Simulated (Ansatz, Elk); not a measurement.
**Bonding as seen by X-rays: AsC**

The structure of AsC used here is made up (a known structure type with other elements) and was relaxed beforehand with PBEsol. The aim is the Fourier transform of its all-electron density, F(hkl), set beside the sum over free spherical atoms that refinements use.

Program: Elk 11.2.3 (patched build). Level of theory: DFT, PBE, all-electron APW+lo, Dirac cores, scalar-relativistic bands, static density, no spin. Results are calculated unless marked as measured.

The structure was built from a prototype and need not be the compound's stable phase.

## 1. The starting structure

The structure is orthorhombic, space group Fmm2 (No. 42). Conventional cell: a = 3.096 Å, b = 6.547 Å, c = 6.070 Å, α = 90.00°, β = 90.00°, γ = 90.00°. Nearest to As lie 3 C at 1.90 to 1.93 Å. Nearest to C lie 3 As at 1.90 to 1.93 Å. Farther neighbours are not listed.

As a file:

```cif
data_structure
_symmetry_space_group_name_H-M 'Fmm2'
_symmetry_Int_Tables_number 42
_cell_length_a 3.0963
_cell_length_b 6.5470
_cell_length_c 6.0700
_cell_angle_alpha 90.000
_cell_angle_beta 90.000
_cell_angle_gamma 90.000
_cell_volume 123.05
loop_
_atom_site_label
_atom_site_type_symbol
_atom_site_symmetry_multiplicity
_atom_site_Wyckoff_symbol
_atom_site_fract_x
_atom_site_fract_y
_atom_site_fract_z
_atom_site_occupancy
As1 As 4 a 0.50000 0.00000 0.17754 1
C1 C 4 a 0.50000 0.00000 0.49626 1
```

## 2. Ground state and structure factors

An all-electron density is needed, since X-rays see the cores too. Task 0 finds the density and task 195 Fourier-transforms it; tshift is off so that phases refer to the origin typed.

Contents of elk.in:

```
tasks
  0
  195

xctype
  20

spinpol
  .false.

rgkmax
  7.0

gmaxvr
  14.0

lmaxo
  7

lmaxapw
  8

swidth
  0.002

tshift
  .false.

ramdisk
  .false.

hmaxvr
  5.5

maxscl
  120

epspot
  1e-06

sppath
  './'

avec
  0.00000000000 6.18602176474 5.73530618320
  2.92554947803 -0.00000000000 5.73530618320
  2.92554947803 6.18602176474 -0.00000000000

atoms
  2
  'As.in'
  1
  0.6775351178 0.6775351178 0.3224648822   0.000000 0.000000 0.000000
  'C.in'
  1
  -0.0037351178 -0.0037351178 1.0037351178   0.000000 0.000000 0.000000

ngridk
  9 9 9
```

On the command line:

```bash
$ OMP_NUM_THREADS=4 elk
```

Numbers of over 12 decimals in the logs are rounded to 6 here.

Log:

```text
┌─────────────────────────┐
│ Elk code version 11.2.3 │
└─────────────────────────┘

All units are atomic (Hartree, Bohr, etc.)

┌─────────────────────────────────────────────────┐
│ Ground-state run starting from atomic densities │
└─────────────────────────────────────────────────┘

Lattice vectors :
   0.000000000       6.186021765       5.735306183
   2.925549478      -0.000000000       5.735306183
   2.925549478       6.186021765      -0.000000000

Reciprocal lattice vectors :
  -1.073847042      0.5078534756      0.5477637206
   1.073847042     -0.5078534756      0.5477637206
   1.073847042      0.5078534756     -0.5477637206

Unit cell volume      :    207.5895535
Brillouin zone volume :    1.194907014

Muffin-tin inner radius fraction :   0.1000000000E-01

Nuclei treated as point charges

Species : 1 (As)
 parameters loaded from : As.in
 name : arsenic
 nuclear charge    :   -33.00000000
 electronic charge :    33.00000000
 atomic mass :    136573.7220
 muffin-tin radius :    2.022391319
 number of radial points in muffin-tin :    993
 inner part over the whole radius :   0.9892802601E-02
 number on inner part of muffin-tin    :    699
 approximate nuclear radius :   0.7712558785E-04
 number of mesh points to nuclear radius :    345
 atomic positions (lattice), magnetic fields (Cartesian) :
  1 :   0.67753512  0.67753512  0.32246488    0.00000000  0.00000000  0.00000000

Species : 2 (C)
 parameters loaded from : C.in
 name : carbon
 nuclear charge    :   -6.000000000
 electronic charge :    6.000000000
 atomic mass :    21894.16674
 muffin-tin radius :    1.516793489
 number of radial points in muffin-tin :    593
 inner part over the whole radius :   0.9967548901E-02
 number on inner part of muffin-tin    :    404
 approximate nuclear radius :   0.4747601631E-04
 number of mesh points to nuclear radius :    168
 atomic positions (lattice), magnetic fields (Cartesian) :
  1 :   0.99626488  0.99626488  0.00373512    0.00000000  0.00000000  0.00000000

Total number of atoms per unit cell :    2
Total muffin-tin volume :    49.26580742
 ratio of muffin-tin to unit cell volume :   0.2373231533

Spin treatment :
 spin-unpolarised

Number of Bravais lattice symmetries :    8
Number of crystal symmetries         :    4
Crystal has no inversion symmetry
Complex Hermitian eigensolver will be used

k-point grid :      9     9     9
k-point offset :    0.000000000       0.000000000       0.000000000
k-point set is reduced with full crystal symmetry group
Total number of k-points :      225

Muffin-tin radius times maximum |G+k| :    7.000000000
 using average radius
Maximum |G+k| for APW functions       :    3.955713182
Maximum (1/2)|G+k|²                   :    7.823833390
Maximum |G| for potential and density :    14.00000000
Constant for pseudocharge density :    7
 order of it for each species :   14  14
 order of it for pair densities of each species (exact exchange by exxq0 0: 15) :   13   5
Radial integration step length :    1

G-vector grid sizes :     40    30    32
Number of G-vectors :     9595

Maximum angular momentum used for
 APW functions            :    8
 outer part of muffin-tin :    7
 inner part of muffin-tin :    2

Total nuclear charge    :   -39.00000000
Total core charge       :    20.00000000
Total valence charge    :    19.00000000
Total excess charge     :    0.000000000
Total electronic charge :    39.00000000

Effective Wigner radius, rₛ :    1.083138749

Number of empty states         :      8
Total number of valence states :     18
Total number of core states    :     20

Third-order local-orbitals added for an l without core states : T
Total number of local-orbitals :     28

Exchange-correlation functional :     20     0     0
 Perdew-Burke-Ernzerhof, Phys. Rev. Lett. 77, 3865 (1996)
 gradient requirement :    1
 generalised gradient approximation (GGA)

Smearing type :    3
 Fermi-Dirac
Smearing width :   0.2000000000E-02
Effective electronic temperature (K) :    631.5500496

Mixing type :    3
[...]
xc potential                :     -116.60254313252
 exchange                    :     -87.495242405799
 correlation                 :     -1.827628
 electron entropic           :    -0.41518001322980E-03
 total energy                :     -2299.5278206892

Density of states at Fermi energy :    31.53535149
 (states/Hartree/unit cell)

Estimated indirect band gap :   0.2635351525E-02
 from k-point 39 to k-point 113
Estimated direct band gap   :   0.2518853451E-01
 at k-point 143

Charges :
 core                        :    20.00000000
 valence                     :    19.00000000
 interstitial                :    3.944016406
 muffin-tins (core leakage)
  species : 1 (As)
   atom 1                    :    30.14842440     (  0.1454797632E-02)
  species : 2 (C)
   atom 1                    :    4.907559193     (  0.4206529662E-04)
 total in muffin-tins        :    35.05598359
 total calculated charge     :    38.99830997
 total charge                :    39.00000000
 error                       :   0.1690030463E-02

RMS change in Kohn-Sham potential (target) :    1.962100869     (  0.1000000000E-05)
Absolute change in total energy (target)   :   0.2778071418E-01 (  0.1000000000E-03)

[... loops 3 to 14 left out ...]

┌──────────────────┐
│ Loop number : 15 │
└──────────────────┘

Energies :
 Fermi                       :     0.256728
 sum of occupied eigenvalues :     -1324.5108119637
 electron kinetic            :      2349.8455174289
 core electron kinetic       :      2162.0059994050
 Coulomb                     :     -4559.6952008845
 Coulomb potential           :     -3558.3460597312
 nuclear-nuclear             :     -283.01575592535
 electron-nuclear            :     -4999.7011511270
 Hartree                     :      723.02170616793
 Madelung                    :     -2780.5221710188
 xc potential                :     -116.01026966134
 exchange                    :     -87.393213506131
 correlation                 :     -1.833942
 electron entropic           :    -0.44244475016725E-03
 total energy                :     -2299.0772819050

Density of states at Fermi energy :    33.46912764
 (states/Hartree/unit cell)

Estimated indirect band gap :   0.1160801650E-02
 from k-point 137 to k-point 174
Estimated direct band gap   :   0.1320193828E-01
 at k-point 143

Charges :
 core                        :    20.00000000
 valence                     :    19.00000000
 interstitial                :    4.128460262
 muffin-tins (core leakage)
  species : 1 (As)
   atom 1                    :    30.45313605     (  0.1416492571E-02)
  species : 2 (C)
   atom 1                    :    4.418403685     (  0.4295853314E-04)
 total in muffin-tins        :    34.87153974
 total calculated charge     :    38.99839563
 total charge                :    39.00000000
 error                       :   0.1604365748E-02

RMS change in Kohn-Sham potential (target) :   0.6454685786E-06 (  0.1000000000E-05)
Absolute change in total energy (target)   :   0.4859145565E-04 (  0.1000000000E-03)

Convergence targets achieved

┌──────────────────┐
│ Loop number : 16 │
└──────────────────┘

Energies :
 Fermi                       :     0.256728
 sum of occupied eigenvalues :     -1324.5108120069
 electron kinetic            :      2349.8455179080
 core electron kinetic       :      2162.0059995956
 Coulomb                     :     -4559.6952007781
 Coulomb potential           :     -3558.3460595974
 nuclear-nuclear             :     -283.01575592535
 electron-nuclear            :     -4999.7011510190
 Hartree                     :      723.02170616622
 Madelung                    :     -2780.5221709794
 xc potential                :     -116.01027031747
 exchange                    :     -87.393213490456
 correlation                 :     -1.833943
 electron entropic           :    -0.44244476811598E-03
 total energy                :     -2299.0772813063

Density of states at Fermi energy :    33.46912746
 (states/Hartree/unit cell)

Estimated indirect band gap :   0.1160794189E-02
 from k-point 137 to k-point 174
Estimated direct band gap   :   0.1320194494E-01
 at k-point 143

Charges :
 core                        :    20.00000000
 valence                     :    19.00000000
 interstitial                :    4.128460247
 muffin-tins (core leakage)
  species : 1 (As)
   atom 1                    :    30.45313608     (  0.1416492585E-02)
  species : 2 (C)
   atom 1                    :    4.418403670     (  0.4295853146E-04)
 total in muffin-tins        :    34.87153975
 total calculated charge     :    38.99839563
 total charge                :    39.00000000
 error                       :   0.1604365827E-02

┌──────────────────────────────┐
│ Self-consistent loop stopped │
└──────────────────────────────┘

Warning : core states of species 1 leak from the muffin-tin :   0.1416492585E-02

Wrote STATE.OUT
```

Wall time 35 s (4 threads of Arm Neoverse V2, shared host); peak memory 0.16 GiB.

SFACRHO.OUT:

```text

h k l indices transformed by vhmat matrix:
   1.000000000       0.000000000       0.000000000    
   0.000000000       1.000000000       0.000000000    
   0.000000000       0.000000000       1.000000000    

      h      k      l  multipl.   |H|            Re(F)            Im(F)           |F|

      0      0      0      1   0.0000000       39.000000      0.23178829E-17   39.000000    
      1      0      1      2   1.0157070       32.609766     -0.78143108E-14   32.609766    
     -1     -1      0      1   1.0955274      -12.611129      -21.671769       25.074013    
      1      1      0      1   1.0955274      -12.611129       21.671769       25.074013    
      0     -1      0      4   1.3080932      -7.7153620       23.806494       25.025507    
      0      0     -1      4   1.3080932      -7.7153620      -23.806494       25.025507    
     -2     -1     -1      2   1.4939347      -12.061822      -19.837264       23.216472    
      2      1      1      2   1.4939347      -12.061822       19.837264       23.216472    
      2      1      2      4   1.9427890      -7.4647255      -20.684214       21.989971    
      1      0      2      4   1.9427890      -7.4647255       20.684214       21.989971    
      2      1      0      4   2.0276756       24.515267       4.4220687       24.910901    
     -1     -2      0      4   2.0276756       24.515267      -4.4220687       24.910901    
     -2      0     -2      2   2.0314139       25.045864      0.12423141E-13   25.045864    
      0      1      1      2   2.1476941       24.197971      0.15454563E-13   24.197971    
     -2     -2      0      1   2.1910549      -3.1792591       21.201948       21.438990    
      2      2      0      1   2.1910549      -3.1792591      -21.201948       21.438990    
     -1      1     -2      2   2.3079911      -10.782104       16.685696       19.866208    
      1     -1      2      2   2.3079911      -10.782104      -16.685696       19.866208
```

Elk indexes on the primitive cell of elk.in and gives |H| = 4π sin θ/λ in inverse bohr. Below, one row stands for each form hkl of the conventional cell (m members, Friedel mates merged), F is for one primitive cell and the density is static (no thermal factor). Free-atom factors are Waasmaier and Kirfel's, and R is Σm||F|−|F'||/Σm|F|. Elk warned that it couldn't find a linearisation energy, which lowers the accuracy of some states in this run and its variants.

| hkl | m | sin θ/λ (Å⁻¹) | abs F, DFT | neutral atoms | diff. | abs of complex diff. |
| --- | --- | --- | --- | --- | --- | --- |
| 020 | 2 | 0.153 | 32.610 | 32.447 | +0.163 | 0.163 |
| 002 | 2 | 0.165 | 25.074 | 25.207 | -0.133 | 0.282 |
| 111 | 8 | 0.197 | 25.026 | 25.061 | -0.035 | 0.277 |
| 022 | 4 | 0.225 | 23.216 | 23.321 | -0.104 | 0.216 |
| 131 | 8 | 0.292 | 21.990 | 22.041 | -0.051 | 0.090 |
| 113 | 8 | 0.305 | 24.911 | 24.958 | -0.047 | 0.048 |
| 040 | 2 | 0.305 | 25.046 | 25.020 | +0.026 | 0.026 |
| 200 | 2 | 0.323 | 24.198 | 24.351 | -0.152 | 0.152 |
| 004 | 2 | 0.330 | 21.439 | 21.576 | -0.137 | 0.157 |
| 042 | 4 | 0.347 | 19.866 | 19.925 | -0.059 | 0.082 |
| 220 | 4 | 0.357 | 22.988 | 23.106 | -0.118 | 0.118 |
| 202 | 4 | 0.363 | 19.399 | 19.509 | -0.110 | 0.221 |
| 024 | 4 | 0.363 | 20.453 | 20.571 | -0.118 | 0.128 |
| 133 | 8 | 0.374 | 22.418 | 22.468 | -0.050 | 0.051 |
| 222 | 8 | 0.393 | 18.601 | 18.685 | -0.084 | 0.150 |
| 151 | 8 | 0.423 | 18.335 | 18.367 | -0.032 | 0.032 |
| 240 | 4 | 0.445 | 20.209 | 20.269 | -0.060 | 0.060 |
| 115 | 8 | 0.449 | 16.865 | 16.880 | -0.015 | 0.036 |

## 3. The highest occupied states alone

An energy window below the Fermi level keeps the highest occupied states, to see at which angles they scatter; shallow core shells can lie inside it and anion s states outside. No new self-consistency is needed.

elk.in: that of step 2 with these lines changed.

```diff
@@ -1,3 +1,2 @@
 tasks
-  0
   195
@@ -40,2 +39,5 @@
 
+wsfac
+  -0.110760 0.556730
+
 sppath
```

On the command line:

```bash
$ OMP_NUM_THREADS=4 elk
```

Log:

```text
┌─────────────────────────────────┐
│ Elk code version 11.2.3 started │
└─────────────────────────────────┘

Info(readinput): the functional depends on the density's gradient
 muffin-tin radial points multiplied by    2.00000
 (not where nrmtscf is given)

┌────────────────────┐
│ Current task : 195 │
└────────────────────┘
Info(checkmt): changed muffin-tin radius of species 1 (As) from   2.4000 to   2.0224
Info(checkmt): changed muffin-tin radius of species 2 (C) from   1.8000 to   1.5168

Warning(linengy): could not find 1 linearisation energies in s.c. loop 1

Info(sfacrho): density structure factors written to SFACRHO.OUT

 Energy window :  -0.1107600000      0.5567300000

┌──────────────────┐
│ Elk code stopped │
└──────────────────┘
```

The job ended after 1.9 s (4 threads; peak memory 0.16 GiB; 3.2 s of CPU time).

States within 10 eV below the Fermi level hold 5.89 electrons; any levels below the window count with the cores, and a count that is not whole means the window cuts a band. Their amplitudes can exceed the total, where window and core parts have opposite phase:

```
hkl  sin θ/λ (Å⁻¹)  abs F, window  abs F, all
020          0.153          2.392      32.610
002          0.165          1.208      25.074
111          0.197          1.206      25.026
022          0.225          0.866      23.216
131          0.292          0.488      21.990
113          0.305          0.466      24.911
040          0.305          0.188      25.046
200          0.323          0.247      24.198
004          0.330          0.381      21.439
042          0.347          0.324      19.866
```

(Part 1 of 2 ends here.)

[Logs are printed without paths, hosts, clocks, repeated set-up lines and the standing remarks that a program may print on its own settings, such as how far it seeks lower states.]

[Hosts, paths, dates, database ids (printed as entryN), source tags and the programs' standing remarks are cut or masked in the printed files.]
